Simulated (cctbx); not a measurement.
# What resolution and counting buy: Sc2Al5Tl4Co3

Space group Cmcm (no. 63), a = 13.2130 Å, b = 7.8820 Å, c = 9.7680 Å, α = 90.00°, β = 90.00°, γ = 90.00°.

```csv
atom,mult.,x,y,z,Ueq (Å²)
Tl1,8,1/2,0.8310,0.9542,0.0039
Tl2,8,0.3889,0.0458,3/4,0.0050
Co1,4,0,0,1/2,0.0059
Co2,8,0.6734,0,1/2,0.0058
Sc1,8,0.6609,0.6637,3/4,0.0075
Al1,4,1/2,0.3832,3/4,0.0096
Al2,16,0.1758,0.1595,0.0764,0.0097
```

The model is made up (kin elements in a known structure type, no relaxation), so it says nothing on whether the phase exists.

Five simulated data sets (cctbx; Ag Kα, λ = 0.56087 Å; 3 % proportional error) differ in resolution or exposure (noise floor 8 counts in the first three, 8 in the last two). Each is refined with the right model, isotropic at 1.1 Å and anisotropic otherwise. How do the figures of merit and the uncertainties move?

```
d min (Å)  top counts  ⟨I/σ⟩ (unmerged, absences included)  unique  param. (scale apart)   Rint      R1  GooF  largest s.u. xyz (fractional)  s.u. U of Al1 (Å²)  largest error (Å)
      1.1       20000                                  8.9     228                    18  0.026  0.0084  0.94                        0.00046              0.0009             0.0032
     0.84       20000                                  8.3     501                    40  0.029  0.0081  0.91                        0.00029              0.0011             0.0022
      0.6       20000                                  7.1    1336                    40  0.033  0.0095  0.93                        0.00019              0.0006             0.0024
     0.75         300                                  0.7     698                    40  0.345  0.0688  0.94                        0.00340              0.0102             0.0288
     0.75        3000                                  3.6     698                    40  0.066  0.0214  0.94                        0.00068              0.0022             0.0068
```

The number of reflections grows roughly as 1/d³: 228, 501 and 1336 here. R1 follows the noise rather than the truth: at 300 counts it is 0.0688, at 3000 counts 0.0214, while GooF is 0.94 and 0.94: the weights 1/σ² carry the noise. The s.u. of U (U11 where anisotropic) for Al1 goes 0.0009, 0.0011, 0.0006 Å² with resolution and 0.0102, 0.0022 Å² with exposure.

Hardware for the 0.6 Å refinement: 0.43 s on 1 thread of Arm Neoverse V2, on a shared host, peak memory 0.09 GiB.

[Logs are printed without paths, hosts, clocks, repeated set-up lines and the standing remarks that a program may print on its own settings, such as how far it seeks lower states.]
